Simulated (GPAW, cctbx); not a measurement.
# Bonding in CoAg2 as X-rays see it

Aim: compute the bonding part of the density of CoAg2, find which reflections carry it, and see how it biases an ordinary refinement.

The start was made by putting kin elements into a known structure type; the compound need not exist, or be stable, in this form. All numbers below are calculated.

## Step 1: Find the equilibrium geometry

The density hangs on the geometry, so cell and atoms are relaxed first, with the symmetry held. The cutoff is set higher than for the density because stress converges slowly with plane waves.

Settings: GPAW 26.7.0, PBE, 570 eV, 7×5×5 k-points (along the axes of the calculation cell), Fermi–Dirac width 0.1 eV, spin-polarised, BFGS to 0.03 eV/Å.

```text
cell
1.0
     0.000000000    0.000000000    2.578000000
     4.089000000    0.000000000    0.000000000
    -2.044500000    3.541177876    0.000000000
Ag Co
2 1
Direct
0.500000000 0.666666667 0.333333333
0.500000000 0.333333333 0.666666667
0.000000000 0.000000000 0.000000000
```

```console
$ OMP_NUM_THREADS=1 mpirun -n 4 gpaw python run.py > gpaw.log
```

```text
BFGS:    0      -10.755618        5.588485
BFGS:    1      -11.583656        3.790786
BFGS:    2      -12.392891        1.260897
BFGS:    3      -12.519703        0.377094
...
BFGS:    6      -12.540343        0.185915
BFGS:    7      -12.541318        0.078180
BFGS:    8      -12.541018        0.020947
cell  2.6581 4.5873 4.5873  120.00 90.00 90.00
volume 48.440 A^3, largest force 0.000 eV/A, largest stress 0.21 GPa
```

The cell moved far, while the k-mesh and basis were chosen for the start, so the final shape may be somewhat biased.

After 8 steps the volume has changed by +29.8 % and the energy by -1.785 eV; the largest stress left is 0.21 GPa. It took 2.5 min on 4 cores of Arm Neoverse N1 (shared host), peak memory 0.95 GiB.

Relaxed structure: P6/mmm (no. 191), a = 4.5873 Å, b = 4.5873 Å, c = 2.6581 Å, α = 90.00°, β = 90.00°, γ = 120.00°.

```
atom  mult.    x    y    z
 Ag1      2  2/3  1/3  1/2
 Co1      1    0    0    0
```

## Step 2: Density and charge transfer

X-rays see the whole electron density, so the PAW density is rebuilt with its core regions. Subtracting spherical free atoms from the same code cancels the cores and leaves the deformation density Δρ, the part due to bonding.

Settings: PBE, 450 eV, 9×6×6 k-points (along the axes of the calculation cell), Fermi–Dirac width 0.1 eV, spin-polarised; primitive cell of 3 atoms.

```console
$ OMP_NUM_THREADS=1 mpirun -n 4 gpaw python run.py > gpaw.log
```

```text
|iter:   1|       0s |  -16.056815 | -0.24 |       |  +2.0022|
|iter:   2|       2s |  -12.834231 | -1.60 | -0.82 |  +1.9141|
|iter:   3|       4s |  -12.550689 | -2.91 | -1.27 |  +1.8934|
...
|iter:  11|      20s |  -12.295279c| -5.43 | -3.11 |  +1.7702|
|iter:  12|      23s |  -12.295289c| -7.29 | -3.98 |  +1.7721|
|iter:  13|      25s |  -12.295275c| -7.78c| -4.20c|  +1.7734|
```

```text
grid (28, 48, 48)  electrons 121.000  moved by bonding 0.585 e
deformation density beyond 0.5 A of the nuclei: max 0.243, min -0.148 e/A^3
atom        x       y       z   Voronoi charge  moment
Ag1    0.5000  0.6667  0.3333      0.088      -0.00
Ag2    0.5000  0.3333  0.6667      0.088      -0.00
Co3    0.0000  0.0000  0.0000     -0.177       1.81
mean inner potential of superposed free atoms 23.351 V
total magnetic moment 1.773 muB
```

Deformation density in a plane through the shortest contact of the Ag atom at the origin, in 0.01 e/Å³ (clipped at ±99); x from -1.6 to 4.2 Å, y from 2.4 down to -2.4 Å:

```text
  .   . -11  -6   1   2   2   2   2   2   2   1  -6 -11   .   .
  .   . -11  -5   2   2   2   2   2   2   2   2  -5 -11   .   .
 -9  -9  -5   1   3   2   2   2   2   2   2   2   1  -5  -9  -9
  0   1   3   3   2   1   2   2   2   2   1   2   3   3   0   0
  2   3   2  -4  -7  -7  -1   2   2  -1  -7  -7  -4   2   3   2
  2   2  -5 -11   . -11  -7   2   2  -7 -11   . -11  -5   2   2
  2   1  -8   .   .   .  -8   2   2  -8   .   .   .  -8   1   2
  2   2  -5 -11   . -11  -7   2   2  -7 -11   . -11  -5   2   2
  2   3   2  -4  -7  -7  -1   2   2  -1  -7  -7  -4   2   3   2
  0   0   3   3   2   1   2   2   2   2   1   2   3   3   1   0
 -9  -9  -5   1   2   2   2   2   2   2   2   3   1  -5  -9  -9
  .   . -11  -5   2   2   2   2   2   2   2   2  -5 -11   .   .
  .   . -11  -6   1   2   2   2   2   2   2   1  -6 -11   .   .
```

Atoms in or within 0.15 Å of the plane: Ag (0.0, 0.0), Ag (4.0, 2.3), Ag (4.0, -2.3), Ag (-1.3, 2.3), Ag (-1.3, -2.3), Ag (2.6, 0.0) Å. Dots mark points within about 0.45 Å of a nucleus; large values next to them are atomic features.

Co gains most (-0.18 e) and Ag loses most (+0.09 e), which isn't the order of electronegativity: valence and coordination count too, and Voronoi cells cut space at the midplane whatever the atoms' sizes. Along the shortest contact from the Ag atom at the map's origin, Ag–Ag at 2.65 Å, Δρ is +0.03 e/Å³ at the midpoint: little piles up between the atoms. At the midpoints of other shortest contacts it is +0.03 (Co–Co, 2.66 Å) and +0.01 (Ag–Co, 2.96 Å) e/Å³. Point values carry grid noise of about 0.01 e/Å³. The cell's moment is 1.77 μB; the largest inside an atomic sphere is 1.81 μB. The run needed 13 iterations, 36 s.

## Step 3: Structure factors

The Fourier components of Δρ, added to those of the free atoms, give the static X-ray structure factors; the Mott–Bethe relation turns them into the Fourier components V of the potential that fast electrons feel.

```text
static structure factors of the conventional cell: F in electrons, V (Mott-Bethe) in volts
   h  k  l      d  |F| table  |F| free   |F| DFT   change   |V| free  |V| DFT  change %
   1  0  0  3.9727    18.767    18.725    18.481   -0.244     1.905    2.269     19.1
   0  0  1  2.6581    56.230    56.154    55.808   -0.346     7.251    7.482      3.2
   1  1  0  2.2936    94.615    94.370    94.153   -0.216    13.256   13.364      0.8
   1  0  1  2.2092    56.757    56.580    56.476   -0.104     8.044    8.092      0.6
   2  0  0  1.9864    15.777    15.832    15.656   -0.177     1.556    1.622      4.2
   1  1  1  1.7365    48.021    48.048    47.884   -0.164     5.408    5.454      0.9
   2  0  1  1.5912    48.926    48.812    48.815    0.002     6.034    6.033     -0.0
   2  1  0  1.5015    14.072    14.134    14.079   -0.055     1.251    1.263      0.9
   0  0  2  1.3291    72.806    72.779    72.913    0.134     8.059    8.037     -0.3
   3  0  0  1.3242    72.646    72.622    72.730    0.108     8.027    8.009     -0.2
   2  1  1  1.3074    43.633    43.603    43.660    0.057     4.916    4.907     -0.2
   1  0  2  1.2604    13.065    13.120    13.091   -0.029     1.034    1.039      0.4
   3  0  1  1.1853    39.581    39.666    39.729    0.063     3.634    3.625     -0.2
   1  1  2  1.1499    66.465    66.521    66.617    0.096     6.817    6.805     -0.2
```

The largest X-ray change is -0.35 e on 001, 0.6 % of |F|. For electrons V goes as (Z − F)/g², so a change of F counts against Z − F, which is small at low angle and wherever the atoms' terms cancel: |V| of 100 moves by +19.1 % (1.91 to 2.27 V) against -1.3 % in |F|. The tabulated Hartree–Fock atoms differ from the free DFT atoms by up to 0.24 e, so the choice of reference atom matters too.

## Step 4: Which functional?

The same geometry is run with other functionals, to see whether the bonding signal is larger than the spread between approximations. Free atoms are LDA for LDA and PBE otherwise; meta-GGAs and hybrids keep PBE cores. Any other changed setting is in the row's label.

| run | ΔF 001 (e) | ΔF 100 (e) | ΔF 110 (e) | q(Co) (e) | moved (e) | time |
| --- | --- | --- | --- | --- | --- | --- |
| PBE | -0.346 | -0.244 | -0.216 | -0.177 | 0.585 | 36 s |
| LDA | -0.349 | -0.243 | -0.220 | -0.174 | 0.555 | 34 s |
| r2SCAN | -0.316 | -0.219 | -0.178 | -0.157 | 0.674 | 1.9 min |

At the base's settings ΔF(001) spans -0.349 to -0.316 e, a spread of 10 % of the PBE value; over the three listed reflections the spread is at most 19 %, so sign and size hold across the functionals. Times are from shared hosts.

## Step 5: What a spherical-atom refinement makes of it

Routine crystallography fits spherical atoms. To see the bias, intensities are simulated from tabulated atoms plus the DFT change ΔF, so that bonding alone can misfit (3120 reflections of the full sphere, merged to the counts below, to 0.4 Å, 0.5 % proportional noise plus counting noise, assumed isotropic U as listed, Δρ smeared by the mean U) and refined with cctbx over different ranges.

```
                    range  data      R1  GooF  U Ag1 (true 0.0078)  U Co1 (true 0.0096)  largest shift (Å)  Δρ max, min (e/Å³)
                 all data   191  0.0030  1.08               0.0078               0.0096             0.0000         0.30, -0.21
 low resolution, d > 0.84    30  0.0021  1.22               0.0077               0.0095             0.0000         0.09, -0.06
     high order, d < 0.75   151  0.0035  1.04               0.0078               0.0096             0.0000         0.25, -0.20
occupancies free, d > 0.7    46  0.0020  1.10               0.0077               0.0097             0.0000         0.09, -0.14
```

With all data GooF is 1.08, so at this noise the bonding hardly shows; the top residual peak lies 0.00 Å from Co and 2.66 Å from Co, on the atom. No U is off by more than 3 s.u. at low resolution. Symmetry fixes every coordinate, so the shifts are zero by construction. With Ag1 held at 1 and the scale free, the other occupancies refine to Co1 1.003(0.002), within three s.u. of full.

## Step 6: Answer

Bonding moves 0.58 e in the primitive cell of CoAg2 and changes the structure factors of the conventional cell in the table above by at most 0.35 e (001, 0.6 %), and among reflections above 2 % of the strongest by up to 1.3 % (100). The shortest bond, Ag–Ag, has Δρ = +0.03 e/Å³ at its midpoint. At the base's settings ΔF(001) spans -0.349 to -0.316 e, a spread of 10 % of the PBE value; over the three listed reflections the spread is at most 19 %, so sign and size hold across the functionals. With all data GooF is 1.08, so at this noise the bonding hardly shows. Limits: static density, frozen cores, no spin–orbit coupling; a ferromagnetic start is the only order tried, and the real ground state may be antiferromagnetic or insulating.

[Outputs are excerpts: Python notices, other lines and further rows are left out; steps that failed or that the build refused (PBEsol, TPSS) are not shown.]

[Logs are printed without paths, hosts, clocks, repeated set-up lines and the standing remarks that a program may print on its own settings, such as how far it seeks lower states.]
